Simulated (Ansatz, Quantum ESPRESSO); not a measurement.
# Ballistic transmission: Cu(111) with two reversed steps (an extrinsic fault), part 2 of 3

How well does the junction conduct in the ballistic limit? It is: Cu(111) with two reversed steps (an extrinsic fault).

Quantum ESPRESSO 7.5; plane-wave DFT, PBE, GBRV ultrasoft pseudopotentials; cross-check by Ansatz 0.2.0 with PAW datasets.

So far. Step 2 (Ground state): The run needed 13 iterations to bring the estimated error under 1e-07 Ry; the largest force on any atom, held or free, is 0.03 eV/Å.

## (3) The open system

Level of this step: transmission by pwcond, lead and junction from one cell; plane-wave DFT, PBE, GBRV ultrasoft pseudopotentials (Quantum ESPRESSO).

prefixt takes both regions from one run: the lead from 0 to bdl, the scattering region from bdl to bds (units of alat). ikind = 1 puts the same lead on both sides. The program's T_tot counts both spins in a run without spin; the tables below give T per spin.

The input, cond.in:

```
&inputcond
  outdir = './out'
  prefixt = 'scf'
  tran_file = 'cond.dat'
  bdl = 2.4494897430
  bds = 13.0639452958
  ikind = 1
  ewind = 4.0
  epsproj = 1e-05
  nz1 = 7
  energy0 = 0.4
  denergy = -0.4
/
10
  0.00000000 0.00000000 0.01562500
  0.00000000 0.12500000 0.09375000
  0.00000000 0.25000000 0.09375000
  0.00000000 0.37500000 0.09375000
  0.00000000 0.50000000 0.04687500
  0.12500000 0.25000000 0.09375000
  0.12500000 0.37500000 0.18750000
  0.12500000 0.50000000 0.18750000
  0.25000000 0.50000000 0.09375000
  0.25000000 0.62500000 0.09375000
3
```

Command:

```sh
OMP_NUM_THREADS=1 mpirun -n 4 pwcond.x -in cond.in > cond.out
```

What it wrote:

```text
[banner, memory and clock lines left out]
Program PWCOND v.7.5 starts

          URL

     ./out/scf.save/

     IMPORTANT: XC functional enforced from input :
     Exchange-correlation= PBE
                           (   1   4   3   4   0   0   0)
     Any further DFT definition will be discarded
     Please, verify this is what you really want

     Check: negative core charge=   -0.000002
     Reading collected, re-writing distributed wavefunctions

===== INPUT FILE containing all the regions =====

     GEOMETRY:

     lattice parameter (alat)  =       4.8639  a.u.
     the volume                =    1301.8494 (a.u.)^3
     the cross section         =      20.4881 (a.u.)^2
     l of the unit cell        =      13.0639 (alat)
     number of atoms/cell      =           16
     number of atomic types    =            1

     crystal axes: (cart. coord. in units of alat)
               a(1) = (  1.0000  0.0000  0.0000 )
               a(2) = (  0.5000  0.8660  0.0000 )
               a(3) = (  0.0000  0.0000 13.0639 )

   Cartesian axes

     site n.     atom                  positions (alat units)
          1        Cu     tau(  1)=(  0.0000  0.0000 13.0639  )
          2        Cu     tau(  2)=(  0.5000  0.2887  0.8165  )
          3        Cu     tau(  3)=(  1.0000  0.5774  1.6330  )
          4        Cu     tau(  4)=(  0.0000  0.0000  2.4495  )
          5        Cu     tau(  5)=(  0.5000  0.2887  3.2660  )
          6        Cu     tau(  6)=(  1.0000  0.5774  4.0825  )
          7        Cu     tau(  7)=(  0.5000  0.2887  4.8990  )
          8        Cu     tau(  8)=(  0.0000  0.0000  5.7155  )
          9        Cu     tau(  9)=(  0.5000  0.2887  6.5320  )
         10        Cu     tau( 10)=(  1.0000  0.5774  7.3485  )
         11        Cu     tau( 11)=(  0.0000  0.0000  8.1650  )
         12        Cu     tau( 12)=(  0.5000  0.2887  8.9815  )
         13        Cu     tau( 13)=(  1.0000  0.5774  9.7980  )
         14        Cu     tau( 14)=(  0.0000  0.0000 10.6145  )
         15        Cu     tau( 15)=(  0.5000  0.2887 11.4310  )
         16        Cu     tau( 16)=(  1.0000  0.5774 12.2474  )

     nr1s                      =           24
     nr2s                      =           24
     nr3s                      =          256
     nr1sx                     =           24
     nr2sx                     =           24
     nr3sx                     =          256
     nr1                       =           24
     nr2                       =           24
     nr3                       =          288
     nr1x                      =           24
     nr2x                      =           24
     nr3x                      =          288

 _______________________________
  Radii of nonlocal spheres:

     type       ibeta     ang. mom.          radius (alat units)
       Cu         1         0                    0.3212
       Cu         2         0                    0.3212
       Cu         3         1                    0.3212
       Cu         4         1                    0.3212
       Cu         5         2                    0.3212
       Cu         6         2                    0.3212
----- General information -----

--- T calc. with identical leads (ikind=1) ---

     nrx                       =           24
     nry                       =           24
     nz1                       =            7

     energy0               =         4.0E-01
     denergy               =        -4.0E-01
     nenergy               =          3
     ecut2d                =         4.0E+01
     ewind                 =         4.0E+00
     epsproj               =         1.0E-05

     number of k_|| points=   10
                       cryst. coord.
        k(    1) = (   0.0000000   0.0000000), wk =   0.0156250
        k(    2) = (   0.0000000   0.1250000), wk =   0.0937500
        k(    3) = (   0.0000000   0.2500000), wk =   0.0937500
        k(    4) = (   0.0000000   0.3750000), wk =   0.0937500
        k(    5) = (   0.0000000   0.5000000), wk =   0.0468750
        k(    6) = (   0.1250000   0.2500000), wk =   0.0937500
        k(    7) = (   0.1250000   0.3750000), wk =   0.1875000
        k(    8) = (   0.1250000   0.5000000), wk =   0.1875000
        k(    9) = (   0.2500000   0.5000000), wk =   0.0937500
        k(   10) = (   0.2500000   0.6250000), wk =   0.0937500
----- Information about left/right lead -----

     nocros                   =           18
     noins                    =           36
     norb                     =           72
     norbf                    =          252
     nrz                      =           48

      iorb      type   ibeta   ang. mom.   m       position (alat)
        1        1       1        0        1   taunew(   1)=(  0.0000  0.0000  0.0000)
        2        1       2        0        1   taunew(   2)=(  0.0000  0.0000  0.0000)
        3        1       3        1        1   taunew(   3)=(  0.0000  0.0000  0.0000)
        4        1       3        1        2   taunew(   4)=(  0.0000  0.0000  0.0000)
        5        1       3        1        3   taunew(   5)=(  0.0000  0.0000  0.0000)
        6        1       4        1        1   taunew(   6)=(  0.0000  0.0000  0.0000)
        7        1       4        1        2   taunew(   7)=(  0.0000  0.0000  0.0000)
        8        1       4        1        3   taunew(   8)=(  0.0000  0.0000  0.0000)
        9        1       5        2        1   taunew(   9)=(  0.0000  0.0000  0.0000)
       10        1       5        2        2   taunew(  10)=(  0.0000  0.0000  0.0000)
       11        1       5        2        3   taunew(  11)=(  0.0000  0.0000  0.0000)
       12        1       5        2        4   taunew(  12)=(  0.0000  0.0000  0.0000)
       13        1       5        2        5   taunew(  13)=(  0.0000  0.0000  0.0000)
       14        1       6        2        1   taunew(  14)=(  0.0000  0.0000  0.0000)
       15        1       6        2        2   taunew(  15)=(  0.0000  0.0000  0.0000)
       16        1       6        2        3   taunew(  16)=(  0.0000  0.0000  0.0000)
       17        1       6        2        4   taunew(  17)=(  0.0000  0.0000  0.0000)
       18        1       6        2        5   taunew(  18)=(  0.0000  0.0000  0.0000)
       19        1       1        0        1   taunew(  19)=(  0.5000  0.2887  0.8165)
       20        1       2        0        1   taunew(  20)=(  0.5000  0.2887  0.8165)
       21        1       3        1        1   taunew(  21)=(  0.5000  0.2887  0.8165)
       22        1       3        1        2   taunew(  22)=(  0.5000  0.2887  0.8165)
       23        1       3        1        3   taunew(  23)=(  0.5000  0.2887  0.8165)
[...]
188        1       4        1        3   taunew( 188)=(  0.0000  0.0000  8.1650)
      189        1       5        2        1   taunew( 189)=(  0.0000  0.0000  8.1650)
      190        1       5        2        2   taunew( 190)=(  0.0000  0.0000  8.1650)
      191        1       5        2        3   taunew( 191)=(  0.0000  0.0000  8.1650)
      192        1       5        2        4   taunew( 192)=(  0.0000  0.0000  8.1650)
      193        1       5        2        5   taunew( 193)=(  0.0000  0.0000  8.1650)
      194        1       6        2        1   taunew( 194)=(  0.0000  0.0000  8.1650)
      195        1       6        2        2   taunew( 195)=(  0.0000  0.0000  8.1650)
      196        1       6        2        3   taunew( 196)=(  0.0000  0.0000  8.1650)
      197        1       6        2        4   taunew( 197)=(  0.0000  0.0000  8.1650)
      198        1       6        2        5   taunew( 198)=(  0.0000  0.0000  8.1650)
      199        1       1        0        1   taunew( 199)=(  0.5000  0.2887  8.9815)
      200        1       2        0        1   taunew( 200)=(  0.5000  0.2887  8.9815)
      201        1       3        1        1   taunew( 201)=(  0.5000  0.2887  8.9815)
      202        1       3        1        2   taunew( 202)=(  0.5000  0.2887  8.9815)
      203        1       3        1        3   taunew( 203)=(  0.5000  0.2887  8.9815)
      204        1       4        1        1   taunew( 204)=(  0.5000  0.2887  8.9815)
      205        1       4        1        2   taunew( 205)=(  0.5000  0.2887  8.9815)
      206        1       4        1        3   taunew( 206)=(  0.5000  0.2887  8.9815)
      207        1       5        2        1   taunew( 207)=(  0.5000  0.2887  8.9815)
      208        1       5        2        2   taunew( 208)=(  0.5000  0.2887  8.9815)
      209        1       5        2        3   taunew( 209)=(  0.5000  0.2887  8.9815)
      210        1       5        2        4   taunew( 210)=(  0.5000  0.2887  8.9815)
      211        1       5        2        5   taunew( 211)=(  0.5000  0.2887  8.9815)
      212        1       6        2        1   taunew( 212)=(  0.5000  0.2887  8.9815)
      213        1       6        2        2   taunew( 213)=(  0.5000  0.2887  8.9815)
      214        1       6        2        3   taunew( 214)=(  0.5000  0.2887  8.9815)
      215        1       6        2        4   taunew( 215)=(  0.5000  0.2887  8.9815)
      216        1       6        2        5   taunew( 216)=(  0.5000  0.2887  8.9815)
      217        1       1        0        1   taunew( 217)=(  1.0000  0.5774  9.7980)
      218        1       2        0        1   taunew( 218)=(  1.0000  0.5774  9.7980)
      219        1       3        1        1   taunew( 219)=(  1.0000  0.5774  9.7980)
      220        1       3        1        2   taunew( 220)=(  1.0000  0.5774  9.7980)
      221        1       3        1        3   taunew( 221)=(  1.0000  0.5774  9.7980)
      222        1       4        1        1   taunew( 222)=(  1.0000  0.5774  9.7980)
      223        1       4        1        2   taunew( 223)=(  1.0000  0.5774  9.7980)
      224        1       4        1        3   taunew( 224)=(  1.0000  0.5774  9.7980)
      225        1       5        2        1   taunew( 225)=(  1.0000  0.5774  9.7980)
      226        1       5        2        2   taunew( 226)=(  1.0000  0.5774  9.7980)
      227        1       5        2        3   taunew( 227)=(  1.0000  0.5774  9.7980)
      228        1       5        2        4   taunew( 228)=(  1.0000  0.5774  9.7980)
      229        1       5        2        5   taunew( 229)=(  1.0000  0.5774  9.7980)
      230        1       6        2        1   taunew( 230)=(  1.0000  0.5774  9.7980)
      231        1       6        2        2   taunew( 231)=(  1.0000  0.5774  9.7980)
      232        1       6        2        3   taunew( 232)=(  1.0000  0.5774  9.7980)
      233        1       6        2        4   taunew( 233)=(  1.0000  0.5774  9.7980)
      234        1       6        2        5   taunew( 234)=(  1.0000  0.5774  9.7980)
      235        1       1        0        1   taunew( 235)=(  0.0000  0.0000 10.6145)
      236        1       2        0        1   taunew( 236)=(  0.0000  0.0000 10.6145)
      237        1       3        1        1   taunew( 237)=(  0.0000  0.0000 10.6145)
      238        1       3        1        2   taunew( 238)=(  0.0000  0.0000 10.6145)
      239        1       3        1        3   taunew( 239)=(  0.0000  0.0000 10.6145)
      240        1       4        1        1   taunew( 240)=(  0.0000  0.0000 10.6145)
      241        1       4        1        2   taunew( 241)=(  0.0000  0.0000 10.6145)
      242        1       4        1        3   taunew( 242)=(  0.0000  0.0000 10.6145)
      243        1       5        2        1   taunew( 243)=(  0.0000  0.0000 10.6145)
      244        1       5        2        2   taunew( 244)=(  0.0000  0.0000 10.6145)
      245        1       5        2        3   taunew( 245)=(  0.0000  0.0000 10.6145)
      246        1       5        2        4   taunew( 246)=(  0.0000  0.0000 10.6145)
      247        1       5        2        5   taunew( 247)=(  0.0000  0.0000 10.6145)
      248        1       6        2        1   taunew( 248)=(  0.0000  0.0000 10.6145)
      249        1       6        2        2   taunew( 249)=(  0.0000  0.0000 10.6145)
      250        1       6        2        3   taunew( 250)=(  0.0000  0.0000 10.6145)
      251        1       6        2        4   taunew( 251)=(  0.0000  0.0000 10.6145)
      252        1       6        2        5   taunew( 252)=(  0.0000  0.0000 10.6145)
 ngper, shell number =           61           9
 ngper, n2d =           61          56
---  E-Ef =    0.4000000  k =    0.0000000   0.0000000
---  ie =          1  ik =          1
 Nchannels of the left tip =            0
 Right moving states:
   k1(2pi/a)   k2(2pi/a)   E-Ef (eV)
 Left moving states:
   k1(2pi/a)   k2(2pi/a)   E-Ef (eV)

 to transmit
          E-Ef(ev), T =    0.4000000   0.0000000
---  E-Ef =    0.0000000  k =    0.0000000   0.0000000
---  ie =          2  ik =          1
 Nchannels of the left tip =            0
 Right moving states:
   k1(2pi/a)   k2(2pi/a)   E-Ef (eV)
 Left moving states:
   k1(2pi/a)   k2(2pi/a)   E-Ef (eV)

 to transmit
          E-Ef(ev), T =    0.0000000   0.0000000
---  E-Ef =   -0.4000000  k =    0.0000000   0.0000000
---  ie =          3  ik =          1
 Nchannels of the left tip =            0
 Right moving states:
   k1(2pi/a)   k2(2pi/a)   E-Ef (eV)
 Left moving states:
   k1(2pi/a)   k2(2pi/a)   E-Ef (eV)

 to transmit
          E-Ef(ev), T =   -0.4000000   0.0000000
 ngper, shell number =           61          34
 ngper, n2d =           61          60
[... further energies and points left out ...]
---  E-Ef =    0.4000000  k =    0.2500000   0.6250000
---  ie =          1  ik =         10
 Nchannels of the left tip =            0
 Right moving states:
   k1(2pi/a)   k2(2pi/a)   E-Ef (eV)
 Left moving states:
   k1(2pi/a)   k2(2pi/a)   E-Ef (eV)

 to transmit
          E-Ef(ev), T =    0.4000000   0.0000000
---  E-Ef =    0.0000000  k =    0.2500000   0.6250000
---  ie =          2  ik =         10
 Nchannels of the left tip =            0
 Right moving states:
   k1(2pi/a)   k2(2pi/a)   E-Ef (eV)
 Left moving states:
   k1(2pi/a)   k2(2pi/a)   E-Ef (eV)

 to transmit
          E-Ef(ev), T =    0.0000000   0.0000000
---  E-Ef =   -0.4000000  k =    0.2500000   0.6250000
---  ie =          3  ik =         10
 Nchannels of the left tip =            0
 Right moving states:
   k1(2pi/a)   k2(2pi/a)   E-Ef (eV)
 Left moving states:
   k1(2pi/a)   k2(2pi/a)   E-Ef (eV)

 to transmit
          E-Ef(ev), T =   -0.4000000   0.0000000
   T_tot     0.40000      0.17158E+01
   T_tot     0.00000      0.17470E+01
   T_tot    -0.40000      0.14454E+01

Note: The following floating-point exceptions are signalling: IEEE_UNDERFLOW_FLAG
Note: The following floating-point exceptions are signalling: IEEE_UNDERFLOW_FLAG
Note: The following floating-point exceptions are signalling: IEEE_UNDERFLOW_FLAG
Note: The following floating-point exceptions are signalling: IEEE_UNDERFLOW_FLAG
```

Wall time 24 s (4 MPI ranks of Arm Neoverse V2, shared host); peak memory 0.26 GiB; 97 s of CPU time.

Read from the output:

```
lead channels at the Fermi level, one spin : 0.8906
transmission at the Fermi level, one spin  : 0.8735
conductance                                : 0.8735 G₀
```

Per spin; mean over the k mesh across the current. Table of open channels, zone mean by energy, zero at the Fermi level:

```csv
energy (eV),"open channels, zone mean"
-0.400,0.797
0.000,0.891
0.400,0.891
```

Per spin; mean over the k mesh across the current. Transmission, zone mean against energy, zero at the Fermi level:

```csv
energy (eV),"transmission, zone mean"
-0.400,0.723
0.000,0.874
0.400,0.858
```

At 0.000 eV; k in fractions of b1, b2. Transmission by k point:

```csv
k1,k2,weight,t,channels
0,0,0.01562,0,0
0,0.125,0.09375,0.9993,1
0,0.25,0.09375,1,1
0,0.375,0.09375,0.9999,1
0,0.5,0.04688,0.8192,1
0.125,0.25,0.09375,1,1
0.125,0.375,0.1875,0.9996,1
0.125,0.5,0.1875,0.9678,1
0.25,0.5,0.09375,0.9735,1
0.25,0.625,0.09375,0,0
```

The program's own clock; routines nest. Time by routine:

```csv
routine,wall time (s),calls
PWCOND,23.75,1
scatter_forw,19.42,60
compbs,1.71,30
compbs_2,1.42,30
local,1.25,10
init,0.41,1
poten,0.04,1
```

At no point does T exceed the number of channels.

(Continued in part 3 of 3.)

[Logs are printed without paths, hosts, clocks, repeated set-up lines and the standing remarks that a program may print on its own settings, such as how far it seeks lower states.]

[Hosts, paths, dates, database ids (printed as entryN), source tags and the programs' standing remarks are cut or masked in the printed files.]

[Maps of the electrostatic potential energy from Ansatz leave out the sawtooth potential of an applied field or a dipole correction, so their vacuum need not be flat; planar profiles and work functions include it.]
